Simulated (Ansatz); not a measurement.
# Zr2NO2 monolayer: phonons and vibrational spectra

Wanted: phonon frequencies of Zr2NO2 monolayer and what follows from them.

Method: DFT PBEsol, scalar-relativistic, plane waves, PAW, in Ansatz 0.2.0.

### 1. Set-up

The cell holds 5 atoms: 1 N, 2 Zr and 2 O. Its edges and angles: a = 3.300 Å, b = 3.300 Å, c = 20.000 Å, α = 90.0°, β = 90.0°, γ = 120.0°. Vacuum lies along c.

### 2. Coarse relaxation

A rough relaxation comes first, because large forces or stress need no tight tolerances yet.

The program solves this slab on a cell height of its own, 32.6 Å, in place of the one typed.

Contents of input.yaml:

```yaml
crystal:
  lattice:
    - [3.3, 0.0, 0.0]
    - [-1.65, 2.85788, 0.0]
    - [0.0, 0.0, 20.0]
  atoms:
    - { symbol: "N", position: [0.0, 0.0, 0.5] }
    - { symbol: Zr, position: [0.333333, 0.666667, 0.56] }
    - { symbol: Zr, position: [0.666667, 0.333333, 0.44] }
    - { symbol: O, position: [0.666667, 0.333333, 0.61] }
    - { symbol: O, position: [0.333333, 0.666667, 0.39] }
  periodic: [true, true, false]
kpoints:
  mp_grid: { grid: [9, 9, 1] }
hamiltonian:
  xc: pbesol
scf:
  occupations: { method: gaussian, width: 0.1 }
output:
  forces: true
  stress: true
  eigenvalues: true
relax:
  adjacent_minimum: "off"
  f_tol: 0.05
  max_steps: 80
  cell: { stress_2d_tol: 0.02 }
```

Started as:

```sh
ansatz run input.yaml --threads 8 --pin off --max-ram 14336MiB --backend cpu --events-out ev --progress --plain --runs-dir out
```

Numbers of over 12 decimals in the logs are rounded to 6 here.

Output:

```text
[...]
cell:  # Å, volume = 293.9451 Å³
    - [3.226703, 0.0, 0]
    - [-1.613351, 2.794407, 0]
    - [0, 0, 32.6]
  atoms:
    - { symbol: N, position: [0, 0, 0.306748] }
    - { symbol: Zr, position: [0.333333, 0.666667, 0.347903] }
    - { symbol: Zr, position: [0.666667, 0.333333, 0.265594] }
    - { symbol: O, position: [0.666667, 0.333333, 0.377805] }
    - { symbol: O, position: [0.333333, 0.666667, 0.235692] }
[key lines of the parts left out:]
SCF converged after 6 iterations
Free energy (F): -9765.515702 eV
Fermi energy:    -4.930389 eV
P = ½ c Tr σ = -0.0075 N/m
```

The job ended after 14 s (8 threads of Arm Neoverse V2, shared host; peak memory 0.87 GiB; 77 s of CPU time).

This run has no spin polarisation although its electron count is odd.

Step by step:

```csv
step,energy less that of the first step (eV),largest force component (eV/Å),volume (Å³)
1,0.0000,3.5573,307.45
2,-0.3780,1.6207,301.28
3,-0.4666,0.6180,291.55
4,-0.4996,0.0537,295.66
5,-0.5020,0.0062,294.21
6*,-0.4949,0.0075,294.21
7,-0.4951,0.0003,293.95
8*,-0.4948,0.0004,293.95
```

Relaxation steps marked * repeat the geometry before them on a plane-wave basis chosen anew for their cell, so energy and pressure can jump there.

Forces are held to the 12 operations that the run works with; a distortion that breaks them can't arise in this run.

```csv
cell as run,before,after,change
a (Å),3.300,3.227,-2.2 %
b (Å),3.300,3.227,-2.2 %
```

The atoms that moved most (Å, along periodic axes as changes of fractional coordinates times the final cell, across vacuum about the mean position):

```csv
atom,dx,dy,dz,length
Zr2,0.000,0.000,0.142,0.142
Zr3,0.000,0.000,-0.142,0.142
O5,0.000,0.000,-0.116,0.116
O4,0.000,0.000,0.116,0.116
```

Final coordinates:

```xyz
5
Lattice="3.2267 0.0000 0.0000 -1.6134 2.7944 0.0000 0.0000 0.0000 32.6000" Properties=species:S:1:pos:R:3
N     0.0000    0.0000   10.0000
Zr    0.0000    1.8629   11.3416
Zr    1.6134    0.9315    8.6584
O     1.6134    0.9315   12.3164
O     0.0000    1.8629    7.6836
```

This step gave:

* gap on the k-mesh: 0 eV
* area per atom: 1.803 Å²

The relaxation ends with a largest force component of 3.6e-4 eV/Å.

### 3. Relaxation

The cell and atoms are relaxed, since residual forces and stress would shift the frequencies.

Contents of input.yaml:

```yaml
crystal:
  lattice:
    - [3.2267028026, 0.0, 0.0]
    - [-1.6133514013, 2.7944065975, 0.0]
    - [0.0, 0.0, 32.6]
  atoms:
    - { symbol: "N", position: [0.0, 0.0, 0.3067484663] }
    - { symbol: Zr, position: [0.3333333333, 0.6666666667, 0.3479033283] }
    - { symbol: Zr, position: [0.6666666667, 0.3333333333, 0.2655936042] }
    - { symbol: O, position: [0.6666666667, 0.3333333333, 0.37780512] }
    - { symbol: O, position: [0.3333333333, 0.6666666667, 0.2356918125] }
  periodic: [true, true, false]
kpoints:
  mp_grid: { grid: [12, 12, 1] }
hamiltonian:
  xc: pbesol
scf:
  occupations: { method: gaussian, width: 0.1 }
output:
  forces: true
  stress: true
  eigenvalues: true
relax:
  adjacent_minimum: "off"
  f_tol: 0.005
  max_steps: 80
  cell: { stress_2d_tol: 0.02 }
```

Output:

```text
[...]
Crystal: 5 atoms, lattice volume = 293.945 Å³
Basis set: ecut = 420 eV, 5845 PW (Γ), exchange–correlation on 48×48×450 points (8 copies of the dense FFT grid, shifted against one another)
Bands: 26, of which v1, the nominal top of the filled ones, is band 21 counted from 1 (20 counted from 0)
Symmetry: 12 space group operations
[...]
k-points: 19 of 144
[...]
cell:  # Å, volume = 294.4566 Å³
    - [3.229509, 0.0, 0]
    - [-1.614755, 2.796837, 0]
    - [0, 0, 32.6]
  atoms:
    - { symbol: N, position: [0, 0, 0.30674846626] }
    - { symbol: Zr, position: [0.333333, 0.666667, 0.347903] }
    - { symbol: Zr, position: [0.666667, 0.333333, 0.265594] }
    - { symbol: O, position: [0.666667, 0.333333, 0.377625] }
    - { symbol: O, position: [0.333333, 0.666667, 0.235872] }
[key lines of the parts left out:]
SCF converged after 5 iterations
Free energy (F): -9765.509732 eV
Fermi energy:    -4.772587 eV
P = ½ c Tr σ = 0.0077 N/m
```

Run time: 13 s. Hardware: 8 threads; peak memory 0.91 GiB; 83 s of CPU time.

The steps of the relaxation:

```csv
step,energy less that of the first step (eV),largest force component (eV/Å),volume (Å³)
1,0.0000,0.0645,293.95
2,0.0006,0.0239,294.93
3,0.0006,0.1074,294.59
4,0.0001,0.0033,294.59
5,0.0000,0.0001,294.46
6*,-0.0004,0.0001,294.46
```

Relaxation steps marked * repeat the geometry before them on a plane-wave basis chosen anew for their cell, so energy and pressure can jump there. Relaxation step 3 was tried and not accepted.

The run keeps the 12 symmetry operations that it works with, so distortions that break them were not tested.

```csv
cell as run,before,after,change
a (Å),3.227,3.230,+0.1 %
b (Å),3.227,3.230,+0.1 %
```

The relaxed structure:

```xyz
5
Lattice="3.2295 0.0000 0.0000 -1.6148 2.7968 0.0000 0.0000 0.0000 32.6000" Properties=species:S:1:pos:R:3
N     0.0000    0.0000   10.0000
Zr    0.0000    1.8646   11.3417
Zr    1.6148    0.9323    8.6583
O     1.6148    0.9323   12.3106
O     0.0000    1.8646    7.6894
```

This step gave:

```
area per atom : 1.806 Å²
```

The cell grew by 0.1 % in its periodic edges. From the first step to the last the energy fell by 0.000 eV, across changes of basis, and the largest move was 0.006 Å (O5 and 1 other atom alike).

### 4. Relaxing to small forces for the phonons

Phonons need a cell at rest on their own settings, so the relaxation is repeated with tight tolerances on forces and stress, using the mesh and the filling of the phonon run that follows.

Contents of input.yaml:

```yaml
crystal:
  lattice:
    - [3.2295092596, 0.0, 0.0]
    - [-1.6147546298, 2.7968370606, 0.0]
    - [0.0, 0.0, 32.6]
  atoms:
    - { symbol: "N", position: [0.0, 0.0, 0.3067484663] }
    - { symbol: Zr, position: [0.3333333333, 0.6666666667, 0.3479033784] }
    - { symbol: Zr, position: [0.6666666667, 0.3333333333, 0.2655935542] }
    - { symbol: O, position: [0.6666666667, 0.3333333333, 0.3776251997] }
    - { symbol: O, position: [0.3333333333, 0.6666666667, 0.2358717328] }
  periodic: [true, true, false]
kpoints:
  mp_grid: { grid: [12, 12, 1] }
hamiltonian:
  xc: pbesol
scf:
  occupations: { method: methfessel_paxton, width: 0.15 }
output:
  forces: true
  stress: true
  eigenvalues: true
  write_density: true
  write_potential: true
  elf: true
  volumetric_format: npy
relax:
  adjacent_minimum: "off"
  f_tol: 0.001
  max_steps: 60
  cell: { stress_2d_tol: 0.002 }
```

Output:

```text
[...]
Crystal: 5 atoms, lattice volume = 294.457 Å³
Basis set: ecut = 420 eV, 5845 PW (Γ), exchange–correlation on 48×48×450 points (8 copies of the dense FFT grid, shifted against one another)
Bands: 26, of which v1, the nominal top of the filled ones, is band 21 counted from 1 (20 counted from 0)
Symmetry: 12 space group operations
[...]
k-points: 19 of 144
[...]
cell:  # Å, volume = 294.4375 Å³
    - [3.229405, 0.0, 0.0]
    - [-1.614702, 2.796746, 0.0]
    - [0.0, 0.0, 32.6]
  atoms:
    - { symbol: N, position: [0, 0, 0.306748] }
    - { symbol: Zr, position: [0.333333, 0.666667, 0.347901] }
    - { symbol: Zr, position: [0.666667, 0.333333, 0.265596] }
    - { symbol: O, position: [0.666667, 0.333333, 0.377632] }
    - { symbol: O, position: [0.333333, 0.666667, 0.235865] }
[key lines of the parts left out:]
SCF converged after 6 iterations
Free energy (F): -9765.504361 eV
Fermi energy:    -4.773671 eV
P = ½ c Tr σ = -0.0008 N/m
```

The job ended after 9.1 s (8 threads; peak memory 0.91 GiB).

Little changed from the start: no atom moved by 0.005 Å and no cell edge by 0.1 %.

Valence density in the ac plane at fractional y = 0.333, with atoms of Zr and O within 0.2 Å of it. It is the smooth field of the valence electrons, not physical close to the nuclei.

Ten steps, logarithmic in the rise over the least value, from '_' (0.0 e/Å³) to '@' (3.5 e/Å³), each cell a mean:
```
__________________________________
__________________________________
__________________________________
__________________________________
__________________________________
__________________________________
__________________________________
__________________________________
__________________________________
__________________________________
__________________________________
__________________________________
__________________________________
__________________________________
--::::::::--==++**%%@@@@@@@@##**==
++++******++++++**####%%%%##**++++
++++++++++++==========++++========
++==========++##%%@@@@@@@@@@@@%%**
==============--==++++++++++====--
__________________________________
__________________________________
__________________________________
__________________________________
__________________________________
```
Columns run along a (3.2 Å), rows up along c (32.6 Å). Atoms in or near the plane, at fractional coordinates: Zr at (0.67, 0.27), O at (0.67, 0.38).

Electrostatic potential energy in the ac plane at fractional y = 0.333, with atoms of Zr and O within 0.2 Å of it. With pseudopotentials it is smooth inside the atoms' cores, unlike the true potential.

Values in eV, 24 rows by 14 columns, each cell a mean:
```
  0   0   0   0   0   0   0   0   0   0   0   0   0   0
  0   0   0   0   0   0   0   0   0   0   0   0   0   0
  0   0   0   0   0   0   0   0   0   0   0   0   0   0
  0   0   0   0   0   0   0   0   0   0   0   0   0   0
  0   0   0   0   0   0   0   0   0   0   0   0   0   0
  0   0   0   0   0   0   0   0   0   0   0   0   0   0
  0   0   0   0   0   0   0   0   0   0   0   0   0   0
  0   0   0   0   0   0   0   0   0   0   0   0   0   0
  0   0   0   0   0   0   0   0   0   0   0   0   0   0
  0   0   0   0   0   0   0   0   0   0   0   0   0   0
  0   0   0   0   0   0   0   0   0   0   0   0   0   0
  0   0   0   0   0   0   0   0   0   0   0   0   0   0
  0   0   0   0   0   0   0   0   0   0   0   0   0   0
  0   0   0   0   0   0   0   0   0   0   0   0   0   0
 -3  -3  -4  -4  -3  -3  -6 -14 -20 -21 -21 -18 -10  -3
-14 -18 -20 -19 -16 -12 -10 -12 -14 -15 -15 -13 -10 -10
 -7  -8  -8  -8  -7  -7  -8  -9 -11 -11 -11 -10  -9  -8
-13  -8  -6  -7 -10 -18 -29 -33 -33 -33 -33 -33 -32 -24
 -4  -3  -3  -3  -3  -5  -7 -11 -13 -14 -14 -12  -9  -6
  0   0   0   0   0   0   0   0  -1  -1  -1   0   0   0
  0   0   0   0   0   0   0   0   0   0   0   0   0   0
  0   0   0   0   0   0   0   0   0   0   0   0   0   0
  0   0   0   0   0   0   0   0   0   0   0   0   0   0
  0   0   0   0   0   0   0   0   0   0   0   0   0   0
```
Columns run along a (3.2 Å; values clipped at the 3rd and 97th percentile), rows up along c (32.6 Å). Atoms in or near the plane, at fractional coordinates: Zr at (0.67, 0.27), O at (0.67, 0.38).

ELF in the ac plane at fractional y = 0.333, with atoms of Zr and O within 0.2 Å of it. It is the smooth field of the valence electrons, not physical close to the nuclei.

Values, 24 rows by 14 columns, each cell a mean:
```
0.00 0.00 0.00 0.00 0.00 0.00 0.00 0.00 0.00 0.00 0.00 0.00 0.00 0.00
0.00 0.00 0.00 0.00 0.00 0.00 0.00 0.00 0.00 0.00 0.00 0.00 0.00 0.00
0.00 0.00 0.00 0.00 0.00 0.00 0.00 0.00 0.00 0.00 0.00 0.00 0.00 0.00
0.00 0.00 0.00 0.00 0.00 0.00 0.00 0.00 0.00 0.00 0.00 0.00 0.00 0.00
0.00 0.00 0.00 0.00 0.00 0.00 0.00 0.00 0.00 0.00 0.00 0.00 0.00 0.00
0.00 0.00 0.00 0.00 0.00 0.00 0.00 0.00 0.00 0.00 0.00 0.00 0.00 0.00
0.00 0.00 0.00 0.00 0.00 0.00 0.00 0.00 0.00 0.00 0.00 0.00 0.00 0.00
0.00 0.00 0.00 0.00 0.00 0.00 0.00 0.00 0.00 0.00 0.00 0.00 0.00 0.00
0.00 0.00 0.00 0.00 0.00 0.00 0.00 0.00 0.00 0.00 0.00 0.00 0.00 0.00
0.00 0.00 0.00 0.00 0.00 0.00 0.00 0.00 0.00 0.00 0.00 0.00 0.00 0.00
0.00 0.00 0.00 0.00 0.00 0.00 0.00 0.00 0.00 0.00 0.00 0.00 0.00 0.00
0.00 0.00 0.00 0.00 0.00 0.00 0.00 0.00 0.00 0.00 0.00 0.00 0.00 0.00
0.00 0.00 0.00 0.00 0.00 0.00 0.00 0.00 0.00 0.00 0.00 0.00 0.00 0.00
0.02 0.01 0.00 0.00 0.01 0.04 0.08 0.12 0.15 0.16 0.16 0.14 0.10 0.06
0.29 0.09 0.04 0.05 0.18 0.46 0.66 0.74 0.72 0.65 0.68 0.74 0.72 0.59
0.16 0.24 0.30 0.29 0.21 0.19 0.29 0.43 0.50 0.51 0.51 0.48 0.37 0.22
0.38 0.46 0.50 0.49 0.42 0.31 0.22 0.19 0.21 0.22 0.21 0.20 0.21 0.27
0.15 0.20 0.27 0.24 0.16 0.25 0.56 0.73 0.67 0.51 0.57 0.72 0.68 0.40
0.36 0.51 0.57 0.55 0.44 0.26 0.16 0.17 0.22 0.26 0.24 0.19 0.14 0.18
0.05 0.07 0.08 0.08 0.06 0.04 0.02 0.01 0.01 0.00 0.00 0.01 0.01 0.03
0.00 0.00 0.00 0.00 0.00 0.00 0.00 0.00 0.00 0.00 0.00 0.00 0.00 0.00
0.00 0.00 0.00 0.00 0.00 0.00 0.00 0.00 0.00 0.00 0.00 0.00 0.00 0.00
0.00 0.00 0.00 0.00 0.00 0.00 0.00 0.00 0.00 0.00 0.00 0.00 0.00 0.00
0.00 0.00 0.00 0.00 0.00 0.00 0.00 0.00 0.00 0.00 0.00 0.00 0.00 0.00
```
Columns run along a (3.2 Å), rows up along c (32.6 Å). Atoms in or near the plane, at fractional coordinates: Zr at (0.67, 0.27), O at (0.67, 0.38).

The largest force component left is 0.24 meV/Å, within the tolerances set.

### 5. Linear response at the zone centre

The zone centre comes first: it holds the modes that light can see, as far as symmetry allows. No field response is asked, since the mesh shows no gap.

Contents of input.yaml:

```yaml
crystal:
  lattice:
    - [3.2294046487, 0.0, 0.0]
    - [-1.6147023243, 2.7967464649, 0.0]
    - [0.0, 0.0, 32.6]
  atoms:
    - { symbol: "N", position: [0.0, 0.0, 0.3067484663] }
    - { symbol: Zr, position: [0.3333333333, 0.6666666667, 0.3479013734] }
    - { symbol: Zr, position: [0.6666666667, 0.3333333333, 0.2655955591] }
    - { symbol: O, position: [0.6666666667, 0.3333333333, 0.3776319884] }
    - { symbol: O, position: [0.3333333333, 0.6666666667, 0.2358649442] }
  periodic: [true, true, false]
kpoints:
  mp_grid: { grid: [12, 12, 1] }
hamiltonian:
  xc: pbesol
scf:
  occupations: { method: methfessel_paxton, width: 0.15 }
output:
  eigenvalues: true
phonons:
  method: dfpt
```

Output:

```text
Warning: crystal.symmetry: narrowed to the stabiliser of the run's FFT grids — unitary ops 12 → 6. A phonons.method: dfpt run fills in the rows of the dynamical matrix that it does not solve by its symmetry operations, which is exact only for operations that map its FFT grids onto themselves: filled in by any other, the frequencies could depend on the order in which like atoms are typed, or, by more than the grids' own error, on where the crystal sits among the grids' points. Excluded: 6 operations. The run can therefore solve more perturbations, solve them on more k-points, or both, and cost more. [rest of the remark cut]
[...]
Crystal: 5 atoms, lattice volume = 294.438 Å³
Basis set: ecut = 420 eV, 5845 PW (Γ), exchange–correlation on 48×48×450 points (8 copies of the dense FFT grid, shifted against one another)
Bands: 26, of which v1, the nominal top of the filled ones, is band 21 counted from 1 (20 counted from 0)
Symmetry: 12 space group operations
k-points: 43 of 144 (irreducible under 2 space group operations, time reversal used)
[...]
SCF iter   1: F=—  HF=-9765.535528 eV  |F-HF|=—  |Δ(HF+E_count)|=         —  Δρ=7.28e-3  dr2=1.55e-1  ethr=1.77e-3  ⟨swp⟩=11.3  Hψ=8033  notcnv=0
[...]
SCF iter  10: F=-9765.504361 eV  HF=-9765.504361 eV  |F-HF|=9.09e-12  |Δ(HF+E_count)|=  2.67e-10  S|Δr|=    0.00e0  Δρ=2.53e-8  dr2=1.08e-12  ethr=1.00e-12  ⟨swp⟩=19.5  Hψ=9556  notcnv=0
SCF 1 converged in 10 iterations: F = -9765.504361 eV  dr2 = 1.08e-12
[...]
DFPT response loops at Γ: preconditioner auto → none (partly filled bands, converged f_vac=0.769); β = 0.50; Broyden in place of MSR1
SCF converged after 10 iterations
[...]
Free energy (F): -9765.504361 eV
[...]
Internal energy: -9765.498651 eV  (E = F + TS)
E sigma→0 (E₀):  -9765.502933 eV
Entropy (-TS):   -0.005709 eV (-1.142 meV/atom)
Fermi energy:    -4.773671 eV
[...]
--- Band table (eV; the first three rows and the last of 43) ---
  k-point 0: bands = [... 17 lower, -8.3286, -7.8535, -7.8535, -4.3240, -4.3240, -3.9756, -2.6433, -2.6433, ... 1 higher]
  k-point 1: bands = [... 17 lower, -8.2807, -8.1488, -8.0118, -4.3971, -4.0949, -3.9662, -2.6036, -2.4873, ... 1 higher]
  k-point 2: bands = [... 17 lower, -9.0656, -8.3309, -8.0137, -4.7807, -3.6368, -3.5938, -2.3962, -2.2683, ... 1 higher]
  k-point 42: bands = [... 17 lower, -9.3175, -8.7742, -8.7708, -4.3304, -3.5686, -2.5234, -2.2700, -1.5738, ... 1 higher]
--- Phonons (Γ-DFPT): 10 representative perturbations + reference, on 43 of 144 k-points (Σ response iterations 55) ---
  ASR residual: 5.201e-5 → 0.000e0 eV/Å²; symmetrization residual: 9.496e-6 eV/Å²
  The last average, over the group as it would stand without the narrowing to the FFT grids, took up to 1.714e-6 eV/Å² of the zone centre's force constants
  ASR residual per site (eV/Å²): 5.20e-5 8.45e-6 7.31e-6 1.11e-5 1.07e-5
  Γ frequencies (cm⁻¹): 0.00 0.00 0.00 78.83 78.83 229.57 274.90 274.90 372.36 372.36 477.96 477.96 525.17 532.90 592.01
  non-analytic LO–TO correction: not included (Born effective charges unavailable; polar crystals: no LO–TO splitting at Γ)
```

Wall time 82 s (8 threads); peak memory 1.8 GiB.

Numbers from this step:

- sum-rule residual before enforcement: 5.20e-5 eV/Å²
- point group: -3m
- highest optical mode at the zone centre (no LO-TO term): 592.0 cm⁻¹
- lowest optical zone-centre mode: 78.83 cm⁻¹

Patterns of degenerate modes are one choice out of their space. The modes at Γ (shares of kinetic energy by element, %):

```csv
mode,frequency (cm⁻¹),symmetry,N %,Zr %,O %
1,0.0,acoustic,6,80,14
2,0.0,acoustic,6,80,14
3,0.0,acoustic,6,80,14
4,78.8,Eg,0,100,0
5,78.8,Eg,0,100,0
6,229.6,A1g,0,81,19
7,274.9,Eg,0,0,100
8,274.9,Eg,0,0,100
9,372.4,Eu,11,19,69
10,372.4,Eu,11,19,69
11,478.0,Eu,83,1,17
12,478.0,Eu,83,1,17
13,525.2,A2u,24,5,71
14,532.9,A1g,0,19,81
15,592.0,A2u,70,15,15
```

Displacements in mode 5 (78.8 cm⁻¹), the largest set to 1:
```
N1   0.00  0.00  0.00
Zr2 -0.20 -1.00  0.00
Zr3  0.20  1.00  0.00
O4  -0.02 -0.11  0.00
O5   0.02  0.11  0.00
```

Displacements in mode 7 (274.9 cm⁻¹), the largest set to 1:
```
N1   0.00  0.00  0.00
Zr2  0.00 -0.02  0.00
Zr3  0.00  0.02  0.00
O4  -0.05  1.00  0.00
O5   0.05 -1.00  0.00
```

Before it was imposed, the acoustic sum rule was missed by 5.2e-5 eV/Å². Small misses are needed for a sound result but don't prove that mesh and cutoff are converged. The lowest optical mode is real, 78.8 cm⁻¹.

(Part 1 of 2 ends here.)

[Logs are printed without paths, hosts, clocks, repeated set-up lines and the standing remarks that a program may print on its own settings, such as how far it seeks lower states.]

[Hosts, paths, dates, database ids (printed as entryN), source tags and the programs' standing remarks are cut or masked in the printed files.]
